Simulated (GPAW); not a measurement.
# A Ga chain with one P atom in line: relaxation, then transmission at several levels, part 2 of 2

How well does a Ga chain with one P atom in line conduct once its atoms have relaxed, and how much do cheaper levels lose?

GPAW 26.7.0; GPAW LCAO, PAW setups; relaxation of the junction within the symmetry of its start, lead ends held (the session's first sound run).

So far, transmission at the Fermi level (one spin): step 3 (GPAW, dzp) 1.65; step 4 (basis szp(dzp)) 1.55; step 5 (basis sz(dzp)) 1.49.

### 6. revPBE in the dzp basis: xc = "revPBE"

Level of this step: GPAW LCAO, PAW setups; Landauer transmission from Green's functions with principal layers (ASE), zero bias (GPAW).

Back in the dzp basis, the functional changes from PBE to revPBE, to set the spread between functionals beside that between bases.

File run.py:

```python
import json
import numpy as np
from ase import Atoms
from ase.transport.calculators import TransportCalculator
from gpaw import GPAW, FermiDirac
from gpaw.lcao.tools import get_lcao_hamiltonian
from scipy.linalg import eigh

# The junction with lead layers at both ends, along the third cell vector
device = Atoms(
    ['Ga', 'Ga', 'Ga', 'Ga', 'Ga', 'Ga', 'P', 'Ga', 'Ga', 'Ga', 'Ga', 'Ga', 'Ga'],
    positions=[
        [4.50000, 4.50000, 1.27500],
        [4.50000, 4.50000, 3.82500],
        [4.50000, 4.50000, 6.37500],
        [4.50000, 4.50000, 8.92500],
        [4.50000, 4.50000, 11.47500],
        [4.50000, 4.50000, 14.05682],
        [4.50000, 4.50000, 16.28580],
        [4.50000, 4.50000, 18.51478],
        [4.50000, 4.50000, 21.09660],
        [4.50000, 4.50000, 23.64660],
        [4.50000, 4.50000, 26.19660],
        [4.50000, 4.50000, 28.74660],
        [4.50000, 4.50000, 31.29660]],
    cell=[[9.0, 0.0, 0.0], [0.0, 9.0, 0.0], [0.0, 0.0, 32.5716]],
    pbc=True)

# One principal layer of the lead: the first 3 atoms of the device
lead = Atoms(
    ['Ga', 'Ga', 'Ga'],
    positions=[
        [4.50000, 4.50000, 1.27500],
        [4.50000, 4.50000, 3.82500],
        [4.50000, 4.50000, 6.37500]],
    cell=[[9.0, 0.0, 0.0], [0.0, 9.0, 0.0], [0.0, 0.0, 7.65]],
    pbc=True)

settings = dict(mode='lcao', basis='dzp', xc='revPBE', h=0.2,
                occupations=FermiDirac(0.1), maxiter=250,
                mixer=dict(beta=0.1, nmaxold=8, weight=100.0),
                convergence=dict(density=0.0001))
energies = np.arange(-2, 2 + 1e-9, 0.025)
eta = 0.0001
n1, n2 = 1, 1
# k and -k transmit alike, so half of the mesh across the current serves
mesh = [(i, j) for i in range(n1) for j in range(n2) if (i, j) <= (-i % n1, -j % n2)]
weights = np.array([1 if (i, j) == (-i % n1, -j % n2) else 2 for i, j in mesh]) / (n1 * n2)

# [... helper functions left out ...]
fermi_lead = ground_state(lead, (1, 1, 15), 'lead.txt')
fermi_device = ground_state(device, (1, 1, 3), 'device.txt')
# [... loop over the mesh left out, but for ...]
        # Shift the lead onto the potential of the device's first layer
        shift = ((H[:, 0, 0] - H0[:, 0, 0]) / S0[0, 0]).real.mean()
# [...]
kT = 8.617333e-5 * 300
bias = [0.1, 0.2, 0.5, 1.0, 1.5, 2.0]
# [... integrals and printing left out ...]
```

Started as:

```sh
> OMP_NUM_THREADS=1 OPENBLAS_NUM_THREADS=1 python run.py
```

What it wrote:

```text
basis functions: device 169, principal layer 39
Fermi level: lead -2.7655 eV, device -2.8246 eV; lead shifted by -0.0042 eV
largest coupling past the next layer 6.04e-05 eV, largest misfit of the first layer 0.037 eV
  E-E_F (eV)   T (one spin)  [channel counts left out]
    -2.000    8.5010e-01
    -1.975    8.5015e-01
    -1.950    8.5021e-01
[...]
1.975    2.6297e+00
     2.000    2.6417e+00
conductance at 300 K: 1.6259 G0 a cell; thermopower -4.591 uV/K
current from the zero-bias T(E) at 0.1 V: 12.547 uA
current from the zero-bias T(E) at 0.2 V: 24.8 uA
current from the zero-bias T(E) at 0.5 V: 57.634 uA
current from the zero-bias T(E) at 1.0 V: 105.27 uA
current from the zero-bias T(E) at 1.5 V: 153.8 uA
current from the zero-bias T(E) at 2.0 V: 205.52 uA
```

Elapsed: 81 s, on 1 thread of Intel Xeon Platinum 8259CL at 2.50GHz (Skylake/Cascade Lake), shared host; peak memory 1.1 GiB.

Numbers from this step:

```
conductance                                    : 1.626 G₀
thermopower                                    : -4.591 μV/K
largest coupling past the next principal layer : 6.04e-5 eV
largest misfit of the first principal layer    : 0.03745 eV
shift that aligns the lead                     : -0.004204 eV
basis functions of the junction                : 169
basis functions of a principal layer           : 39
transmission at the Fermi level (one spin)     : 1.644
```

One spin. Table of transmission, zone mean by energy, zero at the Fermi level:

| energy (eV) | transmission, zone mean |
| --- | --- |
| -2.000 | 0.850 |
| -1.900 | 0.850 |
| -1.800 | 0.851 |
| -1.700 | 0.854 |
| -1.600 | 0.860 |
| -1.500 | 0.901 |
| -1.475 | 0.983 |
| -1.400 | 0.799 |
| -1.300 | 0.825 |
| -1.200 | 0.831 |
| -1.100 | 0.833 |
| -1.000 | 0.834 |
| -0.900 | 0.834 |
| -0.800 | 0.834 |
| -0.700 | 0.834 |
| -0.600 | 0.834 |
| -0.500 | 0.833 |
| -0.400 | 0.833 |
| -0.300 | 0.832 |
| -0.200 | 1.07 |
| -0.100 | 1.46 |
| 0.000 | 1.64 |
| 0.100 | 1.67 |
| 0.200 | 1.64 |
| 0.300 | 1.61 |
| 0.400 | 1.60 |
| 0.500 | 1.62 |
| 0.600 | 1.65 |
| 0.700 | 1.71 |
| 0.800 | 1.77 |
| 0.900 | 1.85 |
| 1.000 | 1.94 |
| 1.100 | 2.02 |
| 1.200 | 2.11 |
| 1.300 | 2.19 |
| 1.400 | 2.27 |
| 1.500 | 2.34 |
| 1.600 | 2.41 |
| 1.700 | 2.47 |
| 1.800 | 2.54 |
| 1.900 | 2.59 |
| 2.000 | 2.64 |

The conductance equals that of the dzp run to 0.2 %.

### 7. The structure as built: geometry = "as built"

The dzp basis with PBE on the structure as first built shows what the relaxation was worth.

Edit run.py of step 6 so:

```diff
@@ -17,5 +17,5 @@
         [4.50000, 4.50000, 11.47500],
-        [4.50000, 4.50000, 14.05682],
+        [4.50000, 4.50000, 14.02500],
         [4.50000, 4.50000, 16.28580],
-        [4.50000, 4.50000, 18.51478],
+        [4.50000, 4.50000, 18.54660],
         [4.50000, 4.50000, 21.09660],
@@ -38,3 +38,3 @@
 
-settings = dict(mode='lcao', basis='dzp', xc='revPBE', h=0.2,
+settings = dict(mode='lcao', basis='dzp', xc='PBE', h=0.2,
                 occupations=FermiDirac(0.1), maxiter=250,
```

What it wrote:

```text
basis functions: device 169, principal layer 39
Fermi level: lead -2.8498 eV, device -2.9219 eV; lead shifted by -0.0048 eV
largest coupling past the next layer 6.03e-05 eV, largest misfit of the first layer 0.035 eV
  E-E_F (eV)   T (one spin)  [channel counts left out]
    -2.000    8.6109e-01
    -1.975    8.6196e-01
    -1.950    8.6293e-01
[...]
1.975    2.5471e+00
     2.000    2.5604e+00
conductance at 300 K: 1.7356 G0 a cell; thermopower -4.395 uV/K
current from the zero-bias T(E) at 0.1 V: 13.394 uA
current from the zero-bias T(E) at 0.2 V: 26.465 uA
current from the zero-bias T(E) at 0.5 V: 61.222 uA
current from the zero-bias T(E) at 1.0 V: 110.69 uA
current from the zero-bias T(E) at 1.5 V: 160.35 uA
current from the zero-bias T(E) at 2.0 V: 212.29 uA
```

It took 79 s on 1 thread; peak memory 1.1 GiB.

This step gave:

```
conductance                                    : 1.736 G₀
thermopower                                    : -4.395 μV/K
largest coupling past the next principal layer : 6.03e-5 eV
largest misfit of the first principal layer    : 0.03463 eV
shift that aligns the lead                     : -0.004781 eV
transmission at the Fermi level (one spin)     : 1.755
```

The conductance, 1.74 G₀, lies 6.7 % above that of the dzp run.

### 8. Cost and result by level

Times are for 1 thread of Intel Xeon Platinum 8259CL at 2.50GHz (Skylake/Cascade Lake), shared host. Results by setting:

| no. | run | conductance (G₀) | time | memory (GiB) |
| --- | --- | --- | --- | --- |
| 1 | dzp | 1.627 | 77 s | 1.1 |
| 2 | szp | 1.531 | 72 s | 1.1 |
| 3 | sz | 1.472 | 54 s | 0.96 |
| 4 | dzp revPBE | 1.626 | 81 s | 1.1 |
| 5 | asbuilt | 1.736 | 79 s | 1.1 |

### 9. The levels side by side

The curves are compared point by point over the common energies.

This step: comparison of transmission and cost over codes, levels and geometry (GPAW 26.7.0).

Ladder, by row:

| step | code | T at the Fermi level (sum over the listed spins) | conductance (G0) | r.m.s. T(E) from the first | wall time (s) | peak memory (GiB) | threads |
| --- | --- | --- | --- | --- | --- | --- | --- |
| dzp | GPAW | 1.645 | 1.627 | 0 | 77.08 | 1.07 | 1 |
| szp | GPAW | 1.55 | 1.531 | 0.2123 | 71.75 | 1.05 | 1 |
| sz | GPAW | 1.491 | 1.472 | 0.2711 | 53.7 | 0.96 | 1 |
| dzp-revPBE | GPAW | 1.644 | 1.626 | 0.119 | 81.2 | 1.07 | 1 |
| asbuilt | GPAW | 1.755 | 1.736 | 0.0538 | 79.02 | 1.07 | 1 |

Table of transmission, zone mean, sum over the listed spins by energy, zero at the Fermi level:

| energy (eV) | dzp | szp | sz | dzp-revPBE | asbuilt |
| --- | --- | --- | --- | --- | --- |
| -2.000 | 0.866 | 0.929 | 0.921 | 0.850 | 0.861 |
| -1.800 | 0.877 | 0.977 | 0.985 | 0.851 | 0.872 |
| -1.775 | 0.879 | 0.986 | 0.996 | 0.852 | 0.875 |
| -1.600 | 0.919 | 7.3e-7 | 1.7e-6 | 0.860 | 0.916 |
| -1.525 | 0.989 | 2.7e-6 | 1.8e-5 | 0.879 | 0.988 |
| -1.475 | 3.1e-5 | 8.3e-5 | 0.146 | 0.983 | 3.3e-5 |
| -1.400 | 0.638 | 0.278 | 0.495 | 0.799 | 0.643 |
| -1.200 | 0.798 | 0.672 | 0.677 | 0.831 | 0.799 |
| -1.000 | 0.816 | 0.738 | 0.722 | 0.834 | 0.820 |
| -0.800 | 0.823 | 0.764 | 0.742 | 0.834 | 0.829 |
| -0.600 | 0.827 | 0.778 | 0.752 | 0.834 | 0.835 |
| -0.400 | 0.828 | 0.785 | 0.757 | 0.833 | 0.839 |
| -0.200 | 1.06 | 0.955 | 0.931 | 1.07 | 1.12 |
| 0.000 | 1.65 | 1.55 | 1.49 | 1.64 | 1.75 |
| 0.200 | 1.65 | 1.57 | 1.50 | 1.64 | 1.74 |
| 0.400 | 1.61 | 1.52 | 1.44 | 1.60 | 1.69 |
| 0.600 | 1.66 | 1.60 | 1.48 | 1.65 | 1.71 |
| 0.800 | 1.78 | 1.73 | 1.59 | 1.77 | 1.81 |
| 1.000 | 1.94 | 1.90 | 1.73 | 1.94 | 1.94 |
| 1.200 | 2.11 | 2.08 | 1.88 | 2.11 | 2.07 |
| 1.400 | 2.27 | 2.24 | 2.03 | 2.27 | 2.21 |
| 1.600 | 2.41 | 2.39 | 2.17 | 2.41 | 2.33 |
| 1.800 | 2.54 | 2.53 | 2.32 | 2.54 | 2.45 |
| 2.000 | 2.64 | 2.63 | 2.45 | 2.64 | 2.56 |

### 10. Functional RPBE, mixing 0.25, mixing history 3: xc = "RPBE", beta = 0.25 and nmaxold = 3

The functional moves levels against the Fermi level. Mixing changes the road to self-consistency, not its end. The mixing history changes the road to self-consistency, not its end.

This step: GPAW LCAO, PAW setups; Landauer transmission from Green's functions with principal layers (ASE), zero bias (GPAW 26.7.0).

Edit run.py of step 7 so:

```diff
@@ -17,5 +17,5 @@
         [4.50000, 4.50000, 11.47500],
-        [4.50000, 4.50000, 14.02500],
+        [4.50000, 4.50000, 14.05682],
         [4.50000, 4.50000, 16.28580],
-        [4.50000, 4.50000, 18.54660],
+        [4.50000, 4.50000, 18.51478],
         [4.50000, 4.50000, 21.09660],
@@ -38,5 +38,5 @@
 
-settings = dict(mode='lcao', basis='dzp', xc='PBE', h=0.2,
+settings = dict(mode='lcao', basis='dzp', xc='RPBE', h=0.2,
                 occupations=FermiDirac(0.1), maxiter=250,
-                mixer=dict(beta=0.1, nmaxold=8, weight=100.0),
+                mixer=dict(beta=0.25, nmaxold=3, weight=100.0),
                 convergence=dict(density=0.0001))
```

What it wrote:

```text
basis functions: device 169, principal layer 39
Fermi level: lead -2.7535 eV, device -2.8124 eV; lead shifted by -0.0050 eV
largest coupling past the next layer 6.04e-05 eV, largest misfit of the first layer 0.038 eV
  E-E_F (eV)   T (one spin)  [channel counts left out]
    -2.000    8.4333e-01
    -1.975    8.4307e-01
    -1.950    8.4279e-01
    -1.925    8.4250e-01
    -1.900    8.4220e-01
    -1.875    8.4189e-01
    -1.850    8.4155e-01
    -1.825    8.4120e-01
    -1.800    8.4082e-01
    -1.775    8.4042e-01
    -1.750    8.3997e-01
    -1.725    8.3948e-01
    -1.700    8.3893e-01
    -1.675    8.3830e-01
    -1.650    8.3755e-01
    -1.625    8.3664e-01
[...]
1.825    2.5475e+00
     1.850    2.5616e+00
     1.875    2.5754e+00
     1.900    2.5888e+00
     1.925    2.6019e+00
     1.950    2.6146e+00
     1.975    2.6269e+00
     2.000    2.6389e+00
conductance at 300 K: 1.633 G0 a cell; thermopower -4.528 uV/K
current from the zero-bias T(E) at 0.1 V: 12.602 uA
current from the zero-bias T(E) at 0.2 V: 24.905 uA
current from the zero-bias T(E) at 0.5 V: 57.843 uA
current from the zero-bias T(E) at 1.0 V: 105.6 uA
current from the zero-bias T(E) at 1.5 V: 154.27 uA
current from the zero-bias T(E) at 2.0 V: 206.13 uA
```

Run time: 2 min. Hardware: 1 thread; peak memory 0.93 GiB.

Numbers from this step:

| Property | Result |
| --- | --- |
| conductance | 1.633 G₀ |
| thermopower | -4.528 μV/K |
| largest coupling past the next principal layer | 6.04e-5 eV |
| largest misfit of the first principal layer | 0.03787 eV |
| shift that aligns the lead | -0.005023 eV |
| transmission at the Fermi level (one spin) | 1.651 |

One spin. The transmission, zone mean by energy, zero at the Fermi level:

energy (eV), transmission, zone mean and a bar from the least value:
```
   -2.000       0.84 
   -1.900       0.84 
   -1.800       0.84 
   -1.700       0.84 
   -1.600       0.84 
   -1.500       0.82 
   -1.400       0.86 #
   -1.300       0.85 
   -1.200       0.84 
   -1.100       0.84 
   -1.000       0.84 
   -0.900       0.84 
   -0.800       0.84 
   -0.700       0.84 
   -0.600       0.84 
   -0.500       0.84 
   -0.400       0.83 
   -0.300       0.83 
   -0.200       1.07 ####
   -0.100       1.47 ###########
    0.000       1.65 ##############
    0.100       1.68 ##############
    0.200       1.65 ##############
    0.300       1.62 #############
    0.400       1.61 #############
    0.500       1.62 #############
    0.600       1.66 ##############
    0.700       1.71 ###############
    0.800       1.78 ################
    0.900       1.86 #################
    1.000       1.94 ##################
    1.100       2.03 ####################
    1.200       2.11 #####################
    1.300       2.19 #######################
    1.400       2.27 ########################
    1.500       2.34 #########################
    1.600       2.41 ##########################
    1.700       2.47 ###########################
    1.800       2.53 ############################
    1.900       2.59 #############################
    2.000       2.64 ##############################
```

Not self-consistent under bias; the bias window is split evenly. Current through one cell, from the zero-bias transmission against bias:

| bias (V) | current through one cell, from the zero-bias transmission (μA) |
| --- | --- |
| 0.100 | 12.6 |
| 0.200 | 24.9 |
| 0.500 | 57.8 |
| 1.000 | 106 |
| 1.500 | 154 |
| 2.000 | 206 |

Transmission of the three most open eigenchannels against energy, zero at the Fermi level:

| energy (eV) | channel 1 | channel 2 | channel 3 |
| --- | --- | --- | --- |
| -2.000 | 0.843 | 1.4e-12 | 0 |
| -1.800 | 0.841 | 1.3e-12 | 0 |
| -1.600 | 0.835 | 1.3e-12 | 0 |
| -1.400 | 0.857 | 1.2e-12 | 0 |
| -1.200 | 0.843 | 1.2e-12 | 0 |
| -1.000 | 0.841 | 1.1e-12 | 0 |
| -0.800 | 0.839 | 1.1e-12 | 0 |
| -0.600 | 0.837 | 1.0e-12 | 0 |
| -0.400 | 0.835 | 0 | 0 |
| -0.200 | 0.833 | 0.119 | 0.119 |
| 0.000 | 0.830 | 0.410 | 0.410 |
| 0.200 | 0.828 | 0.410 | 0.410 |
| 0.400 | 0.826 | 0.390 | 0.390 |
| 0.600 | 0.824 | 0.417 | 0.417 |
| 0.800 | 0.822 | 0.478 | 0.478 |
| 1.000 | 0.821 | 0.560 | 0.560 |
| 1.200 | 0.820 | 0.645 | 0.645 |
| 1.400 | 0.820 | 0.724 | 0.724 |
| 1.600 | 0.821 | 0.794 | 0.794 |
| 1.800 | 0.855 | 0.855 | 0.822 |
| 2.000 | 0.907 | 0.907 | 0.824 |

The conductance, 1.63 G₀, lies 0.4 % above that of the dzp run.

### 11. What came out

```
conductance                                        : 1.63 G₀
transmission at the Fermi level, mean of the spins : 1.65
thermopower                                        : -4.81 μV/K
```

What this shows: In the dzp basis the junction conducts 1.63 G₀ at 300 K, with T = 1.65 a spin at the Fermi level; the sz basis reaches that conductance within 10 %. Relaxation moved atoms by up to 0.032 Å and took the conductance from 1.74 to 1.63 G₀, as a ratio a smaller change than the step from dzp to the minimal basis. At the Fermi level the three most open eigenchannels pass 0.83, 0.41 and 0.41. Measured against the first run (dzp), the nearest curve is that of asbuilt (r.m.s. 0.054) and the farthest that of sz (0.27). Over the compared runs wall time goes from 54 s (sz) to 81 s (dzp-revPBE), on a shared host. The leads kept an estimated spacing and the cell its length, so the junction may be under some tension or compression. The geometry comes from the orbital basis, which tends to overbind, and kept the symmetry of the start, so a structure of lower symmetry may lie lower. The run had no spin polarisation, so a magnetic state, which chains and small molecules with open shells often have, wasn't tested. An evenly spaced straight chain is an idealisation: free chains tend to dimerise, zigzag or, where a band edge lies near the Fermi level, turn magnetic. The currents use the zero-bias T(E) throughout, which holds only while the bias is small against the distance to the nearest feature.

[Logs are printed without paths, hosts, clocks, repeated set-up lines and the standing remarks that a program may print on its own settings, such as how far it seeks lower states.]

[Hosts, paths, dates, database ids (printed as entryN), source tags and the programs' standing remarks are cut or masked in the printed files.]
